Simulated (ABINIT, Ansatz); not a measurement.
# Sr3BiN (Pm-3m): one start, several treatments of the self-energy

How much does the gap of Sr3BiN (Pm-3m) depend on the approximation to the self-energy?

Calculated with ABINIT 10.8.3; LDA and many-body steps on it, plane waves.

Most raw output is cut from this account.

## 1. The structure

It takes space group Pm-3m (No. 221, cubic). The conventional cell has a = 5.235 Å, b = 5.235 Å, c = 5.235 Å, α = 90.00°, β = 90.00°, γ = 90.00°. Nearest to Sr lie 2 N at 2.62 Å. Nearest to Bi lie 12 Sr at 3.70 Å. N has 6 Sr at 2.62 Å nearest. Farther neighbours and most contacts between anions are not listed.

The cell and positions are those that the Materials Project relaxed with its own functionals (PBE, PBE+U or r2SCAN), kept fixed. Spin-orbit coupling is left out unless a step names it.

## 2. Empty states on the mesh, 2×2×2 mesh, 501 bands

This step: ABINIT 10.8.3; DFT, LDA, plane waves, norm-conserving pseudopotentials.

The sums over transitions need many empty states on a uniform mesh; this step solves for them.

Contents of run.abi:

```
acell 3*1.0 Angstrom
rprim 
  5.234939930000 0.000000000000 0.000000000000
  0.000000000000 5.234939930000 0.000000000000
  0.000000000000 0.000000000000 5.234939930000
ntypat 3
znucl 38 83 7
natom 5
typat 1 1 1 2 3
xred 
  0.500000000000 0.500000000000 0.000000000000
  0.000000000000 0.500000000000 0.500000000000
  0.500000000000 0.000000000000 0.500000000000
  0.000000000000 0.000000000000 0.000000000000
  0.500000000000 0.500000000000 0.500000000000
pp_dirpath "pseudos"
pseudos "Sr.upf, Bi.upf, N.upf"
ecut 36
ngkpt 2 2 2
nshiftk 1
shiftk 0 0 0
kptopt 1
chksymbreak 0
iscf -2
irdden 1
istwfk *1
nband 501
nbdbuf 44
tolwfr 1e-09
nstep 60
prtvol 0
indata_prefix "in"
outdata_prefix "out"
tmpdata_prefix "tmp"
```

Run with:

```
$ OMP_NUM_THREADS=1 mpirun -n 8 abinit run.abi > log
```

Wall time 7.9 min (8 MPI ranks of Arm Neoverse V1, shared host); peak memory 1 GiB; 63 min of CPU time.

Numbers from this step:

```
gap                                                           : 0.2585 eV
k of the valence top                                          : 0, 0, 0
k of the conduction bottom                                    : 0, 0, 0
least direct gap                                              : 0.2585 eV
k points computed                                             : 4
lowest point of the top converged band, above the valence top : 109.1438 eV
```

On this mesh the gap is 0.259 eV.

The density comes from a self-consistent run that is not shown.

## 3. Screening, 2×2×2 mesh, 203 bands, screening to 141.5 eV

The RPA dielectric matrix is built and inverted for each q.

This step: RPA screening on LDA, plane waves, norm-conserving pseudopotentials.

run.abi, as its differences from that of step 2:

```diff
@@ -23,10 +23,11 @@
 chksymbreak 0
-iscf -2
-irdden 1
 istwfk *1
-nband 501
-nbdbuf 44
-tolwfr 1e-09
-nstep 60
-prtvol 0
+occopt 1
+irdwfk 1
+optdriver 3
+nband 203
+ecuteps 5.2
+inclvkb 2
+awtr 1
+symchi 1
 indata_prefix "in"
```

Wall time 41 s (8 MPI ranks); peak memory 3 GiB; 5.4 min of CPU time.

This step gave:

| Item | Value |
| --- | --- |
| ε∞ with local fields, on this mesh, along the program's q direction | 763.5 |
| the same without local fields | 877.5 |
| plasma frequency | 23.61 eV |
| plane waves in the screening matrix | 515 |

Local fields lower ε∞ by 13 %. The value itself is an artefact of the mesh, where one narrow direct gap carries too much weight.

## 4. G0W0, Godby-Needs plasmon pole

The self-energy is evaluated for the states that the input lists, and the levels follow from it, in one-shot runs by the linearised quasiparticle equation.

This step: G0W0 on LDA, plane waves, norm-conserving pseudopotentials.

run.abi, as its differences from that of step 3:

```diff
@@ -26,8 +26,15 @@
 irdwfk 1
-optdriver 3
+optdriver 4
 nband 203
+gwcalctyp 0
+ecutsigx 36
+symsigma 1
+nkptgw 1
+kptgw 
+  0.0000000000 0.0000000000 0.0000000000
+bdgw 
+  27 31
 ecuteps 5.2
-inclvkb 2
-awtr 1
-symchi 1
+irdscr 1
+ppmodel 1
 indata_prefix "in"
```

The job ended after 11 s (8 MPI ranks; peak memory 2.4 GiB; 87 s of CPU time).

Numbers from this step:

| Quantity | Value |
| --- | --- |
| G0W0 gap on the points computed | 0.4710 eV |
| starting gap on the mesh | 0.2585 eV |
| k of the valence top | 0, 0, 0 |
| k of the conduction bottom | 0, 0, 0 |
| Z at the valence top | 0.75 |
| Z at the conduction bottom | 0.81 |
| least direct G0W0 gap on the computed points | 0.4710 eV |

The gap on the mesh goes from 0.26 eV to 0.47 eV, a correction of +0.21 eV.

## 5. G0W0, von der Linden-Horsch plasmon pole

run.abi, as its differences from that of step 4:

```diff
@@ -38,3 +38,3 @@
 irdscr 1
-ppmodel 1
+ppmodel 3
 indata_prefix "in"
```

It took 10 s on 8 MPI ranks; peak memory 2.1 GiB; 81 s of CPU time.

This step gave:

```yaml
g0w0_gap_on_the_points_computed: 0.3680 eV
starting_gap_on_the_mesh: 0.2585 eV
k_of_the_valence_top: 0, 0, 0
k_of_the_conduction_bottom: 0, 0, 0
z_at_the_valence_top: 0.82
z_at_the_conduction_bottom: 0.86
least_direct_g0w0_gap_on_the_computed_points: 0.3680 eV
```

Against G0W0 in ABINIT (2×2×2 mesh, 203 bands, screening to 141.5 eV, Godby-Needs plasmon pole), the gap moves by −0.103 eV.

## 6. G0W0, Hybertsen-Louie plasmon pole

run.abi, as its differences from that of step 5:

```diff
@@ -38,3 +38,3 @@
 irdscr 1
-ppmodel 3
+ppmodel 2
 indata_prefix "in"
```

The job ended after 11 s (8 MPI ranks; peak memory 2.3 GiB).

Numbers from this step:

* G0W0 gap on the points computed: 0.4970 eV
* starting gap on the mesh: 0.2585 eV
* k of the valence top: 0, 0, 0
* k of the conduction bottom: 0, 0, 0
* least direct G0W0 gap on the computed points: 0.4970 eV

Against G0W0 in ABINIT (2×2×2 mesh, 203 bands, screening to 141.5 eV, Godby-Needs plasmon pole), the gap moves by +0.026 eV.

## 7. One-shot Hartree-Fock

This step: one-shot Hartree-Fock on LDA, plane waves, norm-conserving pseudopotentials.

run.abi, as its differences from that of step 6:

```diff
@@ -27,4 +27,4 @@
 optdriver 4
-nband 203
-gwcalctyp 0
+nband 33
+gwcalctyp 5
 ecutsigx 36
@@ -36,5 +36,4 @@
   27 31
-ecuteps 5.2
-irdscr 1
-ppmodel 2
+ixc_sigma 40
+fftgw 31
 indata_prefix "in"
```

The job ended after 4.1 s (8 MPI ranks; peak memory 0.36 GiB).

This step gave:

| Property | Result |
| --- | --- |
| quasiparticle gap on the points computed | 7.244 eV |
| starting gap on the mesh | 0.2585 eV |
| k of the valence top | 0, 0, 0 |
| k of the conduction bottom | 0, 0, 0 |
| least direct quasiparticle gap on the computed points | 7.244 eV |

Against G0W0 in ABINIT (2×2×2 mesh, 203 bands, screening to 141.5 eV, Godby-Needs plasmon pole), the gap moves by +6.773 eV.

## 8. The runs together

Times are wall times on 8 MPI ranks of Arm Neoverse V1, shared host, good to a factor of about two. A run's time includes the screening step that it read.

| run | mesh | bands | screening cutoff (eV) | DFT gap (eV) | gap on the mesh (eV) | direct (eV) | ε∞ used | time |
| --- | --- | --- | --- | --- | --- | --- | --- | --- |
| G0W0, Godby-Needs plasmon pole | 2×2×2 | 203 | 141.5 | 0.259 | 0.471 | 0.471 | 763.46 | 52 s |
| G0W0, von der Linden-Horsch plasmon pole | 2×2×2 | 203 | 141.5 | 0.259 | 0.368 | 0.368 | 763.46 | 51 s |
| G0W0, Hybertsen-Louie plasmon pole | 2×2×2 | 203 | 141.5 | 0.259 | 0.497 | 0.497 | 763.46 | 52 s |
| one-shot Hartree-Fock | 2×2×2 | - | - | 0.259 | 7.244 | 7.244 | - | 4.1 s |

## 9. Results

```json
{"G0W0, Godby-Needs plasmon pole": "0.471 eV", "G0W0, von der Linden-Horsch plasmon pole": "0.368 eV", "G0W0, Hybertsen-Louie plasmon pole": "0.497 eV", "one-shot Hartree-Fock": "7.244 eV", "known limits": "not at the basis limit; model gap, bands may invert with spin-orbit coupling; screening runs away on this mesh; no spin-orbit coupling; coarse k mesh"}
```

What this shows: G0W0, von der Linden-Horsch plasmon pole: −0.103 eV against G0W0, Godby-Needs plasmon pole. G0W0, Hybertsen-Louie plasmon pole: +0.026 eV against G0W0, Godby-Needs plasmon pole. One-shot Hartree-Fock: +6.773 eV against G0W0, Godby-Needs plasmon pole. Bare exchange alone opens the gap to 7.24 eV; against G0W0, correlation takes back 6.77 eV. Bands and cutoff are finite, so the gap is not at the basis limit. The miss can reach some tenths of an eV and take either sign; the mesh is an error of its own. In the G0W0 runs levels were corrected at 1 k point alone, so a gap called «on the mesh» is the least over those, and an edge elsewhere would be missed. The 2×2×2 mesh is coarse for this cell, which bears on the long-range parts of exchange and screening. Where an edge is built on 6p states of lead, bismuth or thallium, scalar-relativistic gaps usually stand too wide, by a few tenths to over one eV. With atoms this heavy and so narrow a gap, spin-orbit coupling can invert the bands. These scalar-relativistic gaps are then model values, not to be set against experiment, and a spin-orbit change taken from DFT can't simply be added. For the LDA start: On this mesh the RPA ε∞ passes 90, more than nearly any semiconductor shows; a coarse mesh does this where one point with a narrow direct gap carries much weight. The screening is then too strong, and the G0W0 gap should not be taken as the material's.

[Paths, hosts, dates, memory and timing lines, banners, echoed tables and standing remarks are left out of the program output.]

[Logs are printed without paths, hosts, clocks, repeated set-up lines and the standing remarks that a program may print on its own settings, such as how far it seeks lower states.]

[Runs of the session that timed out or met a known fault of the program may be left out.]

[Hosts, paths, dates, database ids (printed as entryN), source tags and the programs' standing remarks are cut or masked in the printed files.]

[G0W0 gaps are taken among the corrected bands and points alone; a level outside them can change the order at an edge.]

[Where Ansatz stands beside ABINIT at settings called matched, ABINIT's density can come from a denser mesh and the files from another edition; pairs whose starting gaps differed by over 0.03 eV were left out, so agreement reads better than it is.]
